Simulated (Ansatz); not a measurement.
# A bimetallic surface: Li on Ti(0001), three quarters in the top layer, both faces, part 4 of 5

Wanted: the photoemission signature of Li on Ti(0001), three quarters in the top layer, both faces.

Ansatz 0.2.0; DFT, PBEsol, plane-wave PAW, default files, scalar-relativistic (the session's first sound run).

So far, work function, upper face (eV): step 2 (the clean face) 4.50; step 3 (relaxing the atoms) 3.40; step 4 (layer-resolved bands, DOS and potential) 3.40.

### Step 5. Core levels by total-energy differences

Core levels are what XPS measures. Each chosen atom gets a core hole in a self-consistent pass of its own.

File input.yaml:

```yaml
crystal:
  lattice:
    - [5.88, 0.0, 0.0]
    - [2.94, 5.0922293743, 0.0]
    - [0.0, 0.0, 23.3]
  atoms:
    - { symbol: Li, position: [0.0013963321, 0.0013963321, 0.7003300641] }
    - { symbol: Li_h, position: [0.4972073359, 0.0013963321, 0.7003300641] }
    - { symbol: Li_h, position: [0.0013963321, 0.4972073359, 0.7003300641] }
    - { symbol: Ti_h, position: [0.5, 0.5, 0.6786658267] }
    - { symbol: Ti_h, position: [0.8255989072, 0.3372005464, 0.5940265608] }
    - { symbol: Ti, position: [0.3372005464, 0.3372005464, 0.5940265608] }
    - { symbol: Ti, position: [0.8333333333, 0.8333333333, 0.5993815131] }
    - { symbol: Ti, position: [0.3372005464, 0.8255989072, 0.5940265608] }
    - { symbol: Ti_h, position: [0.0, 0.0, 0.5] }
    - { symbol: Ti, position: [0.5, 0.0, 0.5] }
    - { symbol: Ti, position: [0.0, 0.5, 0.5] }
    - { symbol: Ti, position: [0.5, 0.5, 0.5] }
    - { symbol: Ti, position: [0.8255989072, 0.3372005464, 0.4059734392] }
    - { symbol: Ti, position: [0.3372005464, 0.3372005464, 0.4059734392] }
    - { symbol: Ti, position: [0.8333333333, 0.8333333333, 0.4006184869] }
    - { symbol: Ti, position: [0.3372005464, 0.8255989072, 0.4059734392] }
    - { symbol: Li, position: [0.0013963321, 0.0013963321, 0.2996699359] }
    - { symbol: Li, position: [0.4972073359, 0.0013963321, 0.2996699359] }
    - { symbol: Li, position: [0.0013963321, 0.4972073359, 0.2996699359] }
    - { symbol: Ti, position: [0.5, 0.5, 0.3213341733] }
kpoints:
  mp_grid: { grid: [6, 6, 1] }
scf:
  occupations: { method: fermi_dirac, width: 0.05 }
  n_extra_bands: 16
hamiltonian:
  xc: pbesol
  pseudopotentials: { kind: paw }
output:
  forces: true
  write_potential: true
  volumetric_format: []
  core_levels:
    shells: { Ti_h: "2p", Li_h: "1s" }
    counted_from: fermi_level
    add_spin: false
```

Launch:

```sh
> ansatz run input.yaml --threads 4 --pin off --max-ram 14336MiB --backend cpu --events-out ev --progress --plain --runs-dir out
```

Numbers of over 12 decimals in the logs are rounded to 6 here.

The program printed:

```text
Error: pseudopotential record <dir> output.core_levels.shells: no 1s core hole can be made of this Li record: its frozen core holds no 1s shell, nor is that a full one between the 1s and the outermost: it holds none.
Fix: name a PAW record that freezes 1s for Li under hamiltonian.pseudopotentials.azcp (`Li: <path>`).
```

It took 0.17 s on 4 threads of Arm Neoverse V1, shared host; peak memory 0.11 GiB.

The program refused the input before any cycle.

The program's message: “Error: pseudopotential record <dir> output.core_levels.shells: no 1s core hole can be made of this Li record: its frozen core holds no 1s shell, nor is that a full one between the 1s and the outermost …”

### Step 6. With LDA

This step: DFT, LDA, plane-wave PAW, default files, scalar-relativistic (Ansatz 0.2.0).

The run is repeated with LDA on the same cell, to see how much the levels hang on the functional.

File input.yaml:

```yaml
crystal:
  lattice:
    - [5.88, 0.0, 0.0]
    - [2.94, 5.0922293743, 0.0]
    - [0.0, 0.0, 23.3]
  atoms:
    - { symbol: Li, position: [0.0013963321, 0.0013963321, 0.7003300641] }
    - { symbol: Li, position: [0.4972073359, 0.0013963321, 0.7003300641] }
    - { symbol: Li, position: [0.0013963321, 0.4972073359, 0.7003300641] }
    - { symbol: Ti, position: [0.5, 0.5, 0.6786658267] }
    - { symbol: Ti, position: [0.8255989072, 0.3372005464, 0.5940265608] }
    - { symbol: Ti, position: [0.3372005464, 0.3372005464, 0.5940265608] }
    - { symbol: Ti, position: [0.8333333333, 0.8333333333, 0.5993815131] }
    - { symbol: Ti, position: [0.3372005464, 0.8255989072, 0.5940265608] }
    - { symbol: Ti, position: [0.0, 0.0, 0.5] }
    - { symbol: Ti, position: [0.5, 0.0, 0.5] }
    - { symbol: Ti, position: [0.0, 0.5, 0.5] }
    - { symbol: Ti, position: [0.5, 0.5, 0.5] }
    - { symbol: Ti, position: [0.8255989072, 0.3372005464, 0.4059734392] }
    - { symbol: Ti, position: [0.3372005464, 0.3372005464, 0.4059734392] }
    - { symbol: Ti, position: [0.8333333333, 0.8333333333, 0.4006184869] }
    - { symbol: Ti, position: [0.3372005464, 0.8255989072, 0.4059734392] }
    - { symbol: Li, position: [0.0013963321, 0.0013963321, 0.2996699359] }
    - { symbol: Li, position: [0.4972073359, 0.0013963321, 0.2996699359] }
    - { symbol: Li, position: [0.0013963321, 0.4972073359, 0.2996699359] }
    - { symbol: Ti, position: [0.5, 0.5, 0.3213341733] }
kpoints:
  mp_grid: { grid: [6, 6, 1] }
scf:
  occupations: { method: fermi_dirac, width: 0.05 }
  n_extra_bands: 20
hamiltonian:
  xc: lda
  pseudopotentials: { kind: paw }
output:
  forces: true
  write_potential: true
  volumetric_format: []
  eigenstates:
    kpoints:
      - [0.33333333, -0.33333333, 0.0]
      - [0.25, -0.375, 0.0]
      - [0.16666667, -0.41666667, 0.0]
      - [0.08333333, -0.45833333, 0.0]
      - [0.0, 0.5, 0.0]
      - [-0.08333333, 0.45833333, 0.0]
      # [... 29 more points ...]
      - [0.25, 0.5, 0.0]
      - [0.29166667, -0.41666667, 0.0]
    e_range: [-8.0, 4.0]
    unfold:
      supercell_matrix: [[2, 0, 0], [0, 2, 0], [0, 0, 1]]
      layers:
        axis: 3
        edges: [0.145941, 0.429479, 0.429579, 0.570419, 0.570519, 0.872003]
```

The program printed:

```text
[...]
Crystal: 20 atoms, lattice volume = 697.656 Å³
Basis set: ecut = 420 eV, 13589 PW (Γ)
Bands: 113, of which v1, the nominal top of the filled ones, is band 93 counted from 1 (92 counted from 0)
Symmetry: 12 space group operations
[...]
k-points: 7 of 36 (time reversal used)
[...]
SCF iter   1: F=—  HF=-35507.161270 eV  |F-HF|=—  |Δ(HF+E_count)|=         —  Δρ=9.05e-3  dr2=5.81e0  ethr=1.77e-3  ⟨swp⟩=11.3  Hψ=4140  notcnv=0
[...]
SCF iter   9: F=-35506.871696 eV  HF=-35506.871696 eV  |F-HF|=2.54e-8  |Δ(HF+E_count)|=   3.02e-8  Δρ=2.34e-6  dr2=6.81e-8  ethr=5.38e-11  ⟨swp⟩=15.6  Hψ=5821  notcnv=0
SCF 1 converged in 9 iterations: F = -35506.871696 eV  dr2 = 6.81e-8
[...]
SCF converged after 9 iterations
Free energy (F): -35506.871696 eV
[...]
Internal energy: -35506.646070 eV  (E = F + TS)
E sigma→0 (E₀):  -35506.758883 eV
Entropy (-TS):   -0.225626 eV (-11.281 meV/atom)
Fermi energy:    3.098025 eV
[...]
--- Forces (eV/Å), atoms counted from 1 ---
  atom   1  Li    -0.00736436    -0.00425181    -0.08988957
  atom   2  Li     0.00736436    -0.00425181    -0.08988957
  atom   3  Li     0.00000000     0.00850363    -0.08988957
  atom   4  Ti     0.00000000    -0.00000000    -0.38804883
  atom   5  Ti    -0.07251612     0.04186720    -0.04085408
  atom   6  Ti     0.07251612     0.04186720    -0.04085408
  atom   7  Ti     0.00000000    -0.00000000    -0.11957190
  atom   8  Ti    -0.00000000    -0.08373440    -0.04085408
  atom   9  Ti    -0.19111279    -0.11033902    -0.00000000
  atom  10  Ti     0.19111279    -0.11033902    -0.00000000
  atom  11  Ti    -0.00000000     0.22067804    -0.00000000
  atom  12  Ti    -0.00000000    -0.00000000    -0.00000000
  atom  13  Ti    -0.07251612     0.04186720     0.04085408
  atom  14  Ti     0.07251612     0.04186720     0.04085408
  atom  15  Ti     0.00000000    -0.00000000     0.11957190
  atom  16  Ti     0.00000000    -0.08373440     0.04085408
  atom  17  Li    -0.00736436    -0.00425181     0.08988957
  atom  18  Li     0.00736436    -0.00425181     0.08988957
  atom  19  Li     0.00000000     0.00850363     0.08988957
  atom  20  Ti     0.00000000    -0.00000000     0.38804883
  max |Σ_I F_I| component: 1.67e-16 eV/Å
--- Band table (eV; the first three rows and the last of 7) ---
  k-point 0: bands = [... 89 lower, 2.9842, 3.1549, 3.2538, 3.2607, 3.2607, 3.2927, 3.2927, 3.4519, ... 16 higher]
  k-point 1: bands = [... 89 lower, 2.9813, 3.0664, 3.0694, 3.2595, 3.2630, 3.2943, 3.3580, 3.4489, ... 16 higher]
  k-point 2: bands = [... 89 lower, 2.9221, 2.9240, 3.0504, 3.1011, 3.1192, 3.2292, 3.2593, 3.2665, ... 16 higher]
  k-point 6: bands = [... 89 lower, 2.7257, 2.7325, 2.7337, 2.8016, 2.9146, 3.1879, 3.2202, 3.2408, ... 16 higher]
```

It took 3.1 min on 4 threads; peak memory 2.9 GiB.

This step gave:

* free energy: -35506.8717 eV
* energy at zero smearing: -35506.7589 eV
* smearing term TS: 0.2256 eV
* Fermi energy: 3.098 eV
* work function, upper face: 3.481 eV
* work function, lower face: 3.481 eV

A(k,E), total over k along the path and E. Zero: Fermi level.

Values in eV⁻¹, 12 rows by 16 columns, each cell a mean:
```
1.82 2.35 3.08 3.12 3.68 5.64 7.03 6.54 4.82 3.71 3.50 2.87 2.47 2.77 2.56 1.83
3.73 3.61 3.38 3.37 4.12 4.29 3.65 3.88 4.39 3.54 2.86 3.07 3.22 3.25 3.38 3.73
3.79 3.17 2.97 3.07 2.09 1.22 1.12 1.12 1.42 2.45 2.70 2.39 2.27 2.54 3.29 3.82
4.58 4.14 3.37 2.63 1.69 0.79 0.57 0.63 1.10 2.15 2.51 2.45 2.30 2.51 3.50 4.51
0.75 1.61 1.92 1.45 1.50 2.00 2.06 2.06 1.80 1.47 1.76 2.37 2.81 2.92 1.97 0.78
0.20 0.23 0.96 1.23 1.07 1.10 0.80 0.91 1.18 1.07 1.45 1.34 0.90 0.52 0.25 0.20
0.09 0.10 0.22 0.94 1.05 0.62 0.92 0.78 0.78 1.05 0.81 0.17 0.14 0.12 0.10 0.09
0.05 0.06 0.07 0.36 0.89 1.01 1.07 1.08 0.85 0.88 0.14 0.08 0.07 0.07 0.05 0.05
0.03 0.03 0.04 0.06 0.48 0.95 0.55 0.70 0.95 0.15 0.05 0.04 0.04 0.04 0.04 0.03
0.02 0.02 0.03 0.03 0.07 0.33 0.86 0.66 0.15 0.05 0.03 0.03 0.03 0.03 0.02 0.02
0.02 0.02 0.02 0.02 0.03 0.06 0.08 0.07 0.04 0.03 0.02 0.02 0.02 0.02 0.02 0.02
0.01 0.01 0.01 0.02 0.02 0.03 0.04 0.03 0.03 0.02 0.02 0.01 0.01 0.01 0.01 0.01
```
Columns: k along the path (Å⁻¹) from 0 to 3.37; rows upwards: E (eV) from -7.7 to 1.19.

Peaks of A(k,E) at the labelled points: for each region the eleven nearest the zero at most, each over 6 % of that point's highest, less those above the energy where the solved bands run out; weight and spread sum the levels within three half widths or 0.3 eV, so near peaks share levels. Peaks of the spectral function, the first 40 of 54 rows:

```
point  weight on  E (eV)  A (1/eV)  weight near the peak  rms spread of levels (eV)
    K      total   -1.24     6.592                 6.208                      0.264
    K      total   -0.86     5.835                 4.627                      0.212
    K      total   -0.34       3.4                 1.819                      0.191
    K      total    0.16     4.908                 3.399                      0.189
    K        top   -1.24     1.404                 1.563                      0.269
    K        top   -0.86     1.938                 1.321                      0.212
    K        top   -0.32     1.366                 0.922                      0.222
    K        top   -0.22     1.379                 1.258                      0.229
    K        top    0.16     1.813                 1.346                      0.202
    K     middle   -1.24     3.779                 3.078                      0.238
    K     middle   -0.34     0.669                  0.22                      0.181
    K     middle    0.18     1.283                 0.706                      0.117
    Γ      total   -5.66     2.155                 0.987                          0
    Γ      total   -4.54     2.167                  0.97                          0
    Γ      total   -3.36     2.219                 0.973                          0
    Γ      total    -2.2      2.92                 2.032                      0.142
    Γ      total    0.14       5.1                 2.712                      0.138
    Γ      total    0.78     9.721                 7.542                      0.204
    Γ        top   -5.66     0.442                 0.196                          0
    Γ        top   -4.54     0.899                 0.409                          0
    Γ        top   -3.36     0.675                 0.289                          0
    Γ        top    -2.2     1.237                 0.853                      0.141
    Γ        top   -0.76      0.42                 0.289                      0.236
    Γ        top    0.14     2.151                 1.231                      0.141
    Γ        top    0.76     2.103                 2.033                      0.236
    Γ        top    1.16     2.273                 1.565                      0.166
    Γ     middle   -5.66      1.27                 0.593                          0
    Γ     middle   -4.54     0.367                 0.152                          0
    Γ     middle   -3.36     0.869                 0.394                          0
    Γ     middle   -2.22     0.446                 0.325                      0.148
    Γ     middle    0.78     5.515                 3.468                      0.145
    M      total    -2.4     4.254                 2.989                      0.179
    M      total   -2.04     2.761                 2.989                      0.179
    M      total   -1.24     3.027                 1.944                      0.141
    M      total   -0.78     1.588                 1.804                      0.332
    M      total   -0.34     3.699                 2.476                      0.207
    M      total    0.18     3.951                 2.466                      0.165
    M      total    0.74     2.783                 2.486                      0.277
    M      total    1.06     2.604                 2.481                      0.238
    M        top   -2.36     0.916                 0.728                      0.186
```

From the Fermi level. Table of planar mean, electrostatic potential by z:

```
z (Å)  planar mean, electrostatic potential (eV)
  0.0                                       3.48
  0.5                                       3.48
  1.0                                       3.48
  1.5                                       3.48
  2.0                                       3.48
  2.5                                       3.48
  3.0                                       3.47
  3.5                                       3.46
  4.0                                       3.43
  4.5                                       3.35
  5.0                                       3.12
  5.5                                       2.57
  6.0                                       1.29
  6.5                                      -1.90
  7.0                                      -5.97
  7.5                                      -3.82
  8.0                                     -0.830
  8.5                                      -1.62
  9.0                                      -9.30
  9.5                                      -12.2
 10.0                                      -6.96
 10.5                                     -0.894
 11.0                                      -5.72
 11.5                                      -12.1
 12.0                                      -10.3
 12.5                                      -2.56
 13.0                                      -2.33
 13.5                                      -9.90
 14.0                                      -12.1
 14.5                                      -6.12
 15.0                                     -0.359
 15.5                                      -1.74
 16.0                                      -5.28
 16.5                                      -4.82
 17.0                                     -0.176
 17.5                                       1.92
 18.0                                       2.85
 18.5                                       3.24
 19.0                                       3.39
 19.5                                       3.45
 20.0                                       3.47
 20.5                                       3.48
 21.0                                       3.48
 21.5                                       3.48
 22.0                                       3.48
 22.5                                       3.48
 23.0                                       3.48
```

Levels are drawn here with a half width of 0.15 eV, so heights of A(k,E) don't compare between steps with other widths.

The two runs compared:

```
                      quantity  this run  base run  difference
work function, upper face (eV)    3.4807    3.3981      0.0826
work function, lower face (eV)    3.4807    3.3981      0.0826
```

One result that differs is the work function, upper face, 3.48 eV against 3.40 eV.

(Part 4 of 5 ends here.)

[Logs are printed without paths, hosts, clocks, repeated set-up lines and the standing remarks that a program may print on its own settings, such as how far it seeks lower states.]

[Hosts, paths, dates, database ids (printed as entryN), source tags and the programs' standing remarks are cut or masked in the printed files.]

[Maps of the electrostatic potential energy from Ansatz leave out the sawtooth potential of an applied field or a dipole correction, so their vacuum need not be flat; work functions include it.]
